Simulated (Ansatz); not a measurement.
# Convergence of a linear-scaling basis for TiPt3(100)/TiO2(001) interface (64 atoms)

Aim: test how closely localised support functions follow the reference on TiPt3(100)/TiO2(001) interface (64 atoms), and at what cost. A setting counts as converged where the r.m.s. difference of forces stays under 1 % of the r.m.s. force.

Calculated with Ansatz 0.2.0; Kohn-Sham DFT, PBE, PAW (set soft_2), plane waves.

### 1. Starting point

The cell holds 64 atoms: 20 Ti, 12 Pt and 32 O. Cell: a = 5.432 Å, b = 5.432 Å, c = 37.185 Å, α = 90.0°, β = 90.0°, γ = 90.0°. It derives from TiPt3 and TiO2. Cu3Au-type TiPt3(100), 2 repeat layers, 2 surface cells, strained -1.44 and -1.44 %; anatase TiO2(001), 2 layers, 2 cells, +1.48 and +1.48 %; outer planes 2.03 Å apart, 12 Å of vacuum above; not relaxed, displaced by a Gaussian of 0.02 Å. Regions: TiPt3, 16 atoms (4 Ti and 12 Pt); TiO2, 48 atoms (16 Ti and 32 O). Vacuum lies along c.

Limits known from the start: The cell is under 6 Å thick along two periodic directions, so every atom has periodic images of itself close by, which move with it and show among its neighbours and in g(r). The host structure and its lattice constant were typed by rule, without a check against the phase diagram. Beside vacuum, support functions can miss their usual error bounds without a warning. The main run has no spin polarisation, so moments on Ti can't form in it, and no Hubbard term. No spin–orbit coupling is included, so levels derived from the heavy atoms are approximate.

### 2. Plane-wave single point

The first run fixes the reference, at a cutoff of 420 eV.

Input file input.yaml:

```yaml
crystal:
  lattice:
    - [5.432, 0.0, 0.0]
    - [0.0, 5.432, 0.0]
    - [0.0, 0.0, 37.1855]
  atoms:
    - { symbol: Ti, position: [0.50198, 0.49681, 0.16138] }
    - { symbol: Pt, position: [0.49595, 0.99339, 0.1619] }
    - { symbol: Pt, position: [0.75144, 0.25108, 0.21399] }
    - { symbol: Pt, position: [0.255, 0.25276, 0.21482] }
    - { symbol: Ti, position: [0.50504, 0.50155, 0.267] }
    - { symbol: Pt, position: [0.49623, 0.00934, 0.26688] }
    - { symbol: Pt, position: [0.75553, 0.25639, 0.32074] }
    - { symbol: Pt, position: [0.24161, 0.25296, 0.32092] }
    - { symbol: Ti, position: [0.99397, 0.99773, 0.16128] }
    - { symbol: Pt, position: [0.99369, 0.50356, 0.16073] }
    - { symbol: Pt, position: [0.24971, 0.7519, 0.21424] }
    - { symbol: Pt, position: [0.75203, 0.75022, 0.21439] }
    - { symbol: Ti, position: [0.00283, 0.00264, 0.2669] }
    - { symbol: Pt, position: [0.99938, 0.50412, 0.2675] }
    - { symbol: Pt, position: [0.25291, 0.75325, 0.31938] }
    - { symbol: Pt, position: [0.74794, 0.7464, 0.32079] }
    - { symbol: Ti, position: [0.04651, 0.98057, 0.38595] }
    - { symbol: Ti, position: [0.0353, 0.47281, 0.51132] }
    - { symbol: Ti, position: [0.29114, 0.73218, 0.44887] }
    - { symbol: Ti, position: [0.79525, 0.7325, 0.57444] }
    - { symbol: O, position: [0.03663, 0.9805, 0.43825] }
    - { symbol: O, position: [0.0397, 0.47195, 0.56465] }
    - { symbol: O, position: [0.28614, 0.73165, 0.50137] }
    - { symbol: O, position: [0.78614, 0.72959, 0.37496] }
    - { symbol: O, position: [0.78635, 0.73005, 0.52351] }
    - { symbol: O, position: [0.29248, 0.73615, 0.39572] }
    - { symbol: O, position: [0.03781, 0.48664, 0.45888] }
    - { symbol: O, position: [0.03838, 0.97788, 0.58661] }
    - { symbol: Ti, position: [0.03085, 0.97422, 0.63886] }
    - { symbol: Ti, position: [0.03927, 0.47862, 0.76505] }
    - { symbol: Ti, position: [0.28284, 0.73754, 0.7011] }
    - { symbol: Ti, position: [0.78779, 0.7285, 0.82808] }
    - { symbol: O, position: [0.03089, 0.97941, 0.69128] }
    - { symbol: O, position: [0.04233, 0.47605, 0.81742] }
    - { symbol: O, position: [0.28607, 0.7315, 0.75473] }
    - { symbol: O, position: [0.78772, 0.73235, 0.62823] }
    - { symbol: O, position: [0.79064, 0.72666, 0.77578] }
    - { symbol: O, position: [0.28187, 0.732, 0.6496] }
    - { symbol: O, position: [0.0341, 0.48033, 0.71234] }
    - { symbol: O, position: [0.04105, 0.97833, 0.8391] }
    - { symbol: Ti, position: [0.53291, 0.48662, 0.38487] }
    - { symbol: Ti, position: [0.54, 0.98414, 0.51254] }
    - { symbol: Ti, position: [0.7925, 0.22838, 0.44901] }
    - { symbol: Ti, position: [0.28805, 0.22918, 0.5748] }
    - { symbol: O, position: [0.5363, 0.47867, 0.43871] }
    - { symbol: O, position: [0.53971, 0.97511, 0.56365] }
    - { symbol: O, position: [0.78904, 0.22915, 0.5014] }
    - { symbol: O, position: [0.28707, 0.23148, 0.37401] }
    - { symbol: O, position: [0.28787, 0.22522, 0.52413] }
    - { symbol: O, position: [0.78632, 0.22355, 0.39567] }
    - { symbol: O, position: [0.54261, 0.97948, 0.45973] }
    - { symbol: O, position: [0.53878, 0.48391, 0.58582] }
    - { symbol: Ti, position: [0.53816, 0.48509, 0.63911] }
    - { symbol: Ti, position: [0.5372, 0.97542, 0.7648] }
    - { symbol: Ti, position: [0.79087, 0.22987, 0.70154] }
    - { symbol: Ti, position: [0.28536, 0.22463, 0.82818] }
    - { symbol: O, position: [0.53295, 0.47614, 0.69055] }
    - { symbol: O, position: [0.53514, 0.97812, 0.81868] }
    - { symbol: O, position: [0.78512, 0.22783, 0.755] }
    - { symbol: O, position: [0.2887, 0.22954, 0.6274] }
    - { symbol: O, position: [0.2864, 0.22913, 0.77588] }
    - { symbol: O, position: [0.7824, 0.23317, 0.64886] }
    - { symbol: O, position: [0.54355, 0.97774, 0.712] }
    - { symbol: O, position: [0.5368, 0.4809, 0.83891] }
kpoints:
  mp_grid: { grid: [3, 3, 1] }
hamiltonian:
  xc: pbe
scf:
  occupations: { method: gaussian, width: 0.025 }
output:
  forces: true
  populations: true
  dos:
    method: { smearing: { sigma: 0.08 } }
    de: 0.1
    projected:
      site_lists:
        O: [O]
        Pt: [Pt]
        Ti: [Ti]
        TiPt3: [0, 1, 2, 3, 4, 5, 6, 7, 8, 9, 10, 11, 12, 13, 14, 15]
        TiO2: [16, 17, 18, 19, 20, 21, 22, 23, 24, 25, 26, 27, 28, 29, 30, 31, 32, 33, 34, 35, 36, 37, 38, 39, 40, 41, 42, 43, 44, 45, 46, 47, 48, 49, 50, 51, 52, 53, 54, 55, 56, 57, 58, 59, 60, 61, 62, 63]
  eigenvalues: true
  write_density: true
  write_potential: true
  volumetric_format: npy
```

On the command line:

```sh
ansatz run input.yaml --threads 4 --pin off --max-ram 8192MiB --backend cpu --events-out ev --progress --plain --runs-dir out
```

What it wrote:

```text
Engine: ansatz 0.2.0, aarch64-unknown-linux-gnu
Pseudopotentials: kind: paw
Pseudopotential: Ti, paw, valence charge 12, recommended cutoff 420 eV (normal), Ti.paw.azcp
Pseudopotential: Pt, paw, valence charge 18, recommended cutoff 420 eV (normal), Pt.paw.azcp
Pseudopotential: O, paw, valence charge 6, recommended cutoff 420 eV (normal), O.paw.azcp
Functional definition: PBE
  parameter kappa = 0.804
  parameter beta = 0.066725
  exchange = pbe_x(kappa = kappa, mu = beta*pi^2/3)
  correlation = pbe_c(beta = beta)
Crystal: 64 atoms, lattice volume = 1097.219 Å³
Basis set: ecut = 420 eV, 21385 PW (Γ), exchange–correlation on 80×80×500 points (8 copies of the dense FFT grid, shifted against one another)
Bands: 389, of which v1, the nominal top of the filled ones, is band 324 counted from 1 (323 counted from 0)
Symmetry: 1 space group operations
Space group: P1 (ITA 1), of the structure as read, at distance tolerance 1.0e-4 Å
k-points: 5 of 9 (time reversal used)
Non-local potential: Ti, projectors of the file, l = 0: 3, l = 1: 2, l = 2: 3, l = 3: 1
Non-local potential: Pt, projectors of the file, l = 0: 3, l = 1: 2, l = 2: 2, l = 3: 1
Non-local potential: O, projectors of the file, l = 0: 2, l = 1: 2, l = 2: 1
PAW form: soft (Blöchl's): semilocal exchange-correlation on the pseudo side does not see the compensation charge
PAW one-centre angular grid: Ti, 590 points (default); XC on 64 Gauss nodes
PAW one-centre angular grid: Pt, 590 points (default); XC on 64 Gauss nodes
PAW one-centre angular grid: O, 110 points (default); XC on 64 Gauss nodes
Initial density: superposition of atomic densities (neutral atoms: chi_scale 0, normalization atom), corrected by the library's trained network
Initial wavefunctions: pseudopotential atomic-orbital guess
Functional: x = pbe(κ = 0.804, μ = 0.219515), c = pbe(β = 0.066725)
SCF iter   1: F=—  HF=-218496.491643 eV  |F-HF|=—  |Δ(HF+E_count)|=         —  Δρ=7.32e-3  dr2=5.84e0  ethr=1.77e-3  ⟨swp⟩=8.0  Hψ=7136  notcnv=0  defer=171
preconditioner: auto → LDOS  [metal: Δε(μ)=0.016 eV  Ē_g=7.823 eV  σ=0.025 eV  W_gap=0.33  n_scr=272 (ndim 8)  ℏωp=22.2 eV  f_vac=0.292  D(μ)=25.51/eV (n_scr^D=168)  β→1.0]
SCF iter   2: F=—  HF=-218497.029577 eV  |F-HF|=—  |Δ(HF+E_count)|=   5.38e-1  Δρ=1.71e-2  dr2=5.77e1  ethr=9.01e-4  ⟨swp⟩=2.4  Hψ=2311  notcnv=0  defer=292  recentre
SCF iter   3: F=—  HF=-218496.379128 eV  |F-HF|=—  |Δ(HF+E_count)|=   6.50e-1  Δρ=3.61e-3  dr2=7.93e-1  ethr=9.01e-4  ⟨swp⟩=2.4  Hψ=3195  notcnv=0  defer=203
SCF iter   4: F=—  HF=-218496.381419 eV  |F-HF|=—  |Δ(HF+E_count)|=   2.29e-3  Δρ=1.85e-3  dr2=1.67e-1  ethr=1.22e-4  ⟨swp⟩=5.0  Hψ=1987  notcnv=0  defer=268
SCF iter   5: F=—  HF=-218496.371891 eV  |F-HF|=—  |Δ(HF+E_count)|=   9.53e-3  Δρ=1.30e-3  dr2=7.22e-2  ethr=2.57e-5  ⟨swp⟩=1.4  Hψ=2425  notcnv=0  defer=277
SCF iter   6: F=—  HF=-218496.374696 eV  |F-HF|=—  |Δ(HF+E_count)|=   2.81e-3  Δρ=1.40e-3  dr2=5.68e-2  ethr=1.11e-5  ⟨swp⟩=2.4  Hψ=2479  notcnv=0  defer=277
SCF iter   7: F=—  HF=-218496.369102 eV  |F-HF|=—  |Δ(HF+E_count)|=   5.59e-3  Δρ=8.40e-4  dr2=3.82e-2  ethr=8.77e-6  ⟨swp⟩=2.2  Hψ=2525  notcnv=0  defer=278
SCF iter   8: F=—  HF=-218496.368799 eV  |F-HF|=—  |Δ(HF+E_count)|=   3.03e-4  Δρ=5.92e-4  dr2=2.55e-2  ethr=5.90e-6  ⟨swp⟩=1.4  Hψ=2374  notcnv=0  defer=288
SCF iter   9: F=—  HF=-218496.368862 eV  |F-HF|=—  |Δ(HF+E_count)|=   6.26e-5  Δρ=4.26e-4  dr2=1.02e-2  ethr=3.93e-6  ⟨swp⟩=2.0  Hψ=2179  notcnv=0  defer=288
SCF iter  10: F=—  HF=-218496.368309 eV  |F-HF|=—  |Δ(HF+E_count)|=   5.53e-4  Δρ=3.45e-4  dr2=4.86e-3  ethr=1.58e-6  ⟨swp⟩=2.0  Hψ=2327  notcnv=0  defer=288
[...]
SCF iter  16: F=—  HF=-218496.366307 eV  |F-HF|=—  |Δ(HF+E_count)|=   1.71e-3  Δρ=5.21e-5  dr2=5.38e-5  ethr=1.19e-8  ⟨swp⟩=2.8  Hψ=3553  notcnv=0  defer=287
SCF iter  17: F=—  HF=-218496.366308 eV  |F-HF|=—  |Δ(HF+E_count)|=   1.87e-7  Δρ=3.54e-5  dr2=3.97e-5  ethr=8.30e-9  ⟨swp⟩=2.2  Hψ=2487  notcnv=0  defer=287
SCF iter  18: F=—  HF=-218496.366307 eV  |F-HF|=—  |Δ(HF+E_count)|=   2.11e-7  Δρ=2.06e-5  dr2=1.14e-5  ethr=6.13e-9  ⟨swp⟩=2.0  Hψ=2105  notcnv=0  defer=287
SCF iter  19: F=—  HF=-218496.366308 eV  |F-HF|=—  |Δ(HF+E_count)|=   6.17e-7  Δρ=1.59e-5  dr2=6.52e-6  ethr=1.75e-9  ⟨swp⟩=2.2  Hψ=2503  notcnv=0  defer=287
SCF iter  20: F=—  HF=-218496.366308 eV  |F-HF|=—  |Δ(HF+E_count)|=   1.13e-8  Δρ=1.17e-5  dr2=3.05e-6  ethr=1.01e-9  ⟨swp⟩=2.4  Hψ=2481  notcnv=0  defer=287
SCF iter  21: F=—  HF=-218496.366308 eV  |F-HF|=—  |Δ(HF+E_count)|=   3.82e-7  Δρ=5.72e-6  dr2=6.89e-7  ethr=4.70e-10  ⟨swp⟩=2.0  Hψ=2396  notcnv=0  defer=287
SCF iter  22: F=—  HF=-218496.366308 eV  |F-HF|=—  |Δ(HF+E_count)|=   1.43e-7  Δρ=3.98e-6  dr2=3.99e-7  ethr=1.06e-10  ⟨swp⟩=2.6  Hψ=2425  notcnv=0  defer=287
SCF iter  23: F=—  HF=-218496.366309 eV  |F-HF|=—  |Δ(HF+E_count)|=   4.01e-8  Δρ=2.74e-6  dr2=2.45e-7  ethr=6.16e-11  ⟨swp⟩=2.0  Hψ=2501  notcnv=0  defer=287
SCF iter  24: F=—  HF=-218496.366309 eV  |F-HF|=—  |Δ(HF+E_count)|=   1.52e-8  Δρ=2.16e-6  dr2=1.16e-7  ethr=3.78e-11  ⟨swp⟩=2.0  Hψ=2471  notcnv=0  defer=287
SCF iter  25: F=-218496.366308 eV  HF=-218496.366309 eV  |F-HF|=7.00e-8  |Δ(HF+E_count)|=   1.47e-8  Δρ=1.60e-6  dr2=8.22e-8  ethr=1.54e-11  ⟨swp⟩=20.6  Hψ=15367  notcnv=0
SCF 1 converged in 25 iterations: F = -218496.366308 eV  dr2 = 8.22e-8
  greatest PAW one-centre occupation: 1.000 electrons in one spin orbital (limit 2), on the Pt atom at site 11 (counted from 0), in its partial waves of l = 0
WARN: The output density's exchange-correlation potential varies sharply where the density is thin. Do not read a vacuum level from v_tot or v_xc, or from such a field of the output density. On a cell that repeats whose density bears no net charge and no dipole along the vacuum's axis use v_es (v_loc + v_h of the components); [...]
SCF converged after 25 iterations
Free energy (F): -218496.366308 eV
Harris-Foulkes:  -218496.366309 eV  (|F-HF|=7.00e-8)
Internal energy: -218496.358990 eV  (E = F + TS)
E sigma→0 (E₀):  -218496.362649 eV
Entropy (-TS):   -0.007319 eV (-0.114 meV/atom)
Fermi energy:    7.951569 eV
--- Per-component energies (eV) ---
  E_band       = -9928.384457
  E_kinetic    = 18709.597199
  E_local      = -646018.861273  (includes V_loc(G=0)·N_el)
  E_nonlocal   = 3994.894117
  E_hartree    = 315226.794184
  E_xc         = -7474.518395
  E_vxc        = -9115.104811  (∫ρ·V_xc dr)
  E_paw        = -139412.067908  (= ΣΔE_a)
  E_vpaw       = -7952.648589  (= ΣTr[D̂ρ^β])
  E_aug_tail   = 0.083930  (compensation charges beyond the density's cutoff)
  E_ewald      = 236477.719158
  E_smearing   = -0.007319  (= −TS)
  E_closure    = -0.000000  (closes the sum)
  Σ components = -218496.366308   (vs F -218496.366308, Δ=0.00e0)
--- Forces (eV/Å), atoms counted from 1 ---
  atom   1  Ti    -0.06841062     0.02526344    -0.43102829
  atom   2  Pt     0.12925881     0.17671281    -0.47923058
  atom   3  Pt     0.23004488    -0.03372744    -0.42792372
  atom   4  Pt    -0.53986993     0.14790557    -0.88884971
  atom   5  Ti    -0.08535411     0.02813324     1.34705571
  atom   6  Pt     0.48890804    -0.39146672     0.79715596
  atom   7  Pt    -0.90044124    -0.57111924    -0.64887746
  atom   8  Pt     0.74813180     0.20958821    -1.25301267
  atom   9  Ti     0.07837268     0.15360773    -0.39891253
  atom  10  Pt     0.26456860    -0.12871291    -0.07410600
  atom  11  Pt    -0.03187636    -0.13749616    -0.31450587
  atom  12  Pt    -0.21718403     0.06803724    -0.34924190
  atom  13  Ti    -0.10113571    -0.09346007     1.30726923
  atom  14  Pt     0.16990876    -0.27026530     0.12683814
[...]
atom  63  O     -0.50553562    -0.30189120    -0.22720992
  atom  64  O      0.35405415     0.15455683     0.40567524
  max |Σ_I F_I| component: 8.97e-6 eV/Å
--- Band table (eV; the first three rows and the last of 5) ---
  k-point 0: bands = ["-90.9414", "-90.9148", "-90.8941", "-90.8631", [... 373 levels ...], "10.1198", "10.2194", "10.2406", "10.2569", "10.3392", "10.3872", "10.4454", "10.5179", "10.5287", "10.5589", "10.5813", "10.5948"]
[...]
--- Löwdin populations: 64 sites ---
  site symbol       q [e]
     0     Ti     11.6055
     1     Pt     18.0660
     2     Pt     17.9023
[...]
63      O      6.7034
  spilling = 0.005512 (of n_electrons = 648.000000)
```

Run time: 9.1 min. Hardware: 4 threads of Arm Neoverse N1, shared host; peak memory 4.7 GiB.

The program notes that it cut back its work space to fit the memory limit and the exchange-correlation potential is rough where the density is thin.

Numbers from this run:

```yaml
free_energy: -218496.3663 eV
free_energy_per_atom: -3414.0057 eV/atom
scf_cycles: 25
r_m_s_force_component: 0.4811 eV/Å
longest_force: 1.841 eV/Å
fermi_energy: 7.952 eV
levels_partly_filled_by_over_2_per_cent: 3
potential_in_mid_vacuum_over_the_fermi_level: 4.938 eV
potential_4p5_a_over_the_upper_face: 4.957 eV
potential_4p5_a_under_the_lower_face: 4.917 eV
spilling_of_the_projection: 0.005512
```

The r.m.s. force component of 0.48 eV/Å sets the scale for the differences below.

### 3. Support functions medium

The cell is solved in localised support functions. Besides, the program derives a nominal cutoff of 464 eV for this run, against the reference's 420.

This step: Kohn-Sham DFT, PBE, PAW (set soft_2), localised support functions (medium) (Ansatz 0.2.0).

input.yaml, the sections that differ from step 2:

```yaml
scf:
  occupations: { method: gaussian, width: 0.025 }
  eigensolver: { kind: { support_functions: { accuracy: medium } } }
  mixing: { beta: 0.2 }
  max_iter: 150
output:
  forces: true
# crystal, kpoints, hamiltonian: as in step 2
```

What it wrote:

```text
Warning: scf.eigensolver.kind.support_functions: disabling space-group detection — the functions' gradient is summed over unrotated k-points, so no spatial operation reduces the k-mesh or symmetrises the density; time reversal is kept, so that k and −k are solved as one point where they differ and the mesh holds both, and exact exchange and, on two spinor components, a DFT+U term hold to it where the run has them: [...]
Warning: basis.ecutwfc = 464 eV, auto-derived: no grid that the accuracy of the support functions lays serves the files at the lower one that their records recommend; a deck with other species or settings can derive another value
settings of this run that can trade accuracy for cost: scf.eigensolver.kind.support_functions [...]
[...]
Crystal: 64 atoms, lattice volume = 1097.219 Å³
Basis set: ecut = 464 eV, 24967 PW (Γ), exchange–correlation on 80×80×540 points (8 copies of the dense FFT grid, shifted against one another)
Bands: 389, of which v1, the nominal top of the filled ones, is band 324 counted from 1 (323 counted from 0)
Symmetry: 1 space group operations
k-points: 5 of 9 (time reversal used)
[...]
SCF iter   1: F=—  HF=-218559.280436 eV  |F-HF|=—  |Δ(HF+E_count)|=         —  Δρ=1.68e-1  dr2=5.57e2  ethr=1.00e-1
[...]
SCF iter  26: F=—  HF=-218496.630515 eV  |F-HF|=—  |Δ(HF+E_count)|=   1.60e-3  Δρ=1.48e-5  dr2=2.88e-6  ethr=1.02e-9  κ⁻¹=8.0e-5(r=7)
SCF iter  27: F=-218496.630516 eV  HF=-218496.630516 eV  |F-HF|=3.83e-7  |Δ(HF+E_count)|=   1.01e-6  Δρ=9.63e-6  dr2=1.26e-6  ethr=4.44e-10
SCF 1 converged in 27 iterations: F = -218496.661975 eV  dr2 = 1.26e-6
[...]
SCF converged after 27 iterations
Stability not checked: this state was not tested for a lower state beside it, because the mixer in use, unlike msr1, does not test its closes by its own steps (another_mixer; see scf.mixing.algorithm and scf.lower_state_search)
Free energy (F): -218496.661975 eV
[...]
Internal energy: -218496.654668 eV  (E = F + TS)
E sigma→0 (E₀):  -218496.658321 eV
Entropy (-TS):   -0.007307 eV (-0.114 meV/atom)
Fermi energy:    7.951455 eV
[...]
Σ components = -218496.661975   (vs F -218496.661975, Δ=0.00e0)
--- Forces (eV/Å), atoms counted from 1 ---
  atom   1  Ti    -0.06732152     0.02549711    -0.43366471
  atom   2  Pt     0.12983439     0.17616963    -0.47777893
  atom   3  Pt     0.23010675    -0.03360427    -0.42915168
  atom   4  Pt    -0.53876947     0.14848065    -0.88898116
[...]
atom  64  O      0.35423256     0.15502477     0.40575606
  max |Σ_I F_I| component: 3.90e-3 eV/Å
--- Band table (eV; the first three rows and the last of 5) ---
[...]
guard bands above this table: 56 of the run's 389 bands (output.publish_guard_bands: true publishes all)
[...]
```

It took 8.7 min on 4 threads; peak memory 3.5 GiB.

The program notes that the band table was not solved further than the SCF left it and it switched symmetry off.

Keys that differ from the reference: support_functions.accuracy = "medium", scf.max_iter = 150 and scf.mixing.beta = 0.2.

Forces differ from the reference by 0.71 meV/Å r.m.s., 0.15 % of their size, well within a tolerance of 1 %; the energy by -4.6 meV/atom.

### 4. Support functions low

The cell is solved in localised support functions.

This step: Kohn-Sham DFT, PBE, PAW (set soft_2), localised support functions (low) (Ansatz 0.2.0).

input.yaml, the sections that differ from step 3:

```yaml
scf:
  occupations: { method: gaussian, width: 0.025 }
  eigensolver: { kind: { support_functions: { accuracy: low } } }
  mixing: { beta: 0.2 }
  max_iter: 150
# crystal, kpoints, hamiltonian, output: as in step 3
```

What it wrote:

```text
[...]
Crystal: 64 atoms, lattice volume = 1097.219 Å³
Basis set: ecut = 420 eV, 21385 PW (Γ), exchange–correlation on 80×80×540 points (8 copies of the dense FFT grid, shifted against one another)
Bands: 389, of which v1, the nominal top of the filled ones, is band 324 counted from 1 (323 counted from 0)
Symmetry: 1 space group operations
k-points: 5 of 9 (time reversal used)
[...]
SCF iter   1: F=—  HF=-218559.273593 eV  |F-HF|=—  |Δ(HF+E_count)|=         —  Δρ=1.68e-1  dr2=5.57e2  ethr=1.00e-1
[...]
SCF iter  26: F=—  HF=-218496.629583 eV  |F-HF|=—  |Δ(HF+E_count)|=   1.61e-3  Δρ=3.46e-5  dr2=1.73e-5  ethr=6.05e-9  κ⁻¹=2.6e-4(r=7)
SCF iter  27: F=-218496.630993 eV  HF=-218496.630999 eV  |F-HF|=6.31e-6  |Δ(HF+E_count)|=   1.42e-3  Δρ=2.57e-5  dr2=9.83e-6  ethr=2.67e-9
SCF 1 converged in 27 iterations: F = -218496.661526 eV  dr2 = 9.83e-6
[...]
SCF converged after 27 iterations
[...]
Free energy (F): -218496.661526 eV
[...]
Internal energy: -218496.654217 eV  (E = F + TS)
E sigma→0 (E₀):  -218496.657872 eV
Entropy (-TS):   -0.007309 eV (-0.114 meV/atom)
Fermi energy:    7.951283 eV
[...]
Σ components = -218496.661526   (vs F -218496.661526, Δ=0.00e0)
--- Forces (eV/Å), atoms counted from 1 ---
  atom   1  Ti    -0.06780394     0.02561597    -0.43375247
  atom   2  Pt     0.12975090     0.17609284    -0.47765554
  atom   3  Pt     0.23024308    -0.03356757    -0.42866583
  atom   4  Pt    -0.53864631     0.14836557    -0.88877045
[...]
atom  64  O      0.35397089     0.15476543     0.40584084
  max |Σ_I F_I| component: 3.11e-3 eV/Å
--- Band table (eV; the first three rows and the last of 5) ---
[...]
```

The job ended after 8.6 min (4 threads; peak memory 3.5 GiB; 33 min of CPU time).

Keys that differ from the reference: support_functions.accuracy = "low", scf.max_iter = 150 and scf.mixing.beta = 0.2.

Forces differ from the reference by 0.80 meV/Å r.m.s., 0.17 % of their size, well within a tolerance of 1 %; the energy by -4.6 meV/atom.

[end of part 1 of 2]

[Long decimals in the printed logs are rounded to 6 places.]

[Logs are printed without paths, hosts, clocks, repeated set-up lines and the standing remarks that a program may print on its own settings, such as how far it seeks lower states.]

[Hosts, paths, dates, database ids (printed as entryN), source tags and the programs' standing remarks are cut or masked in the printed files.]
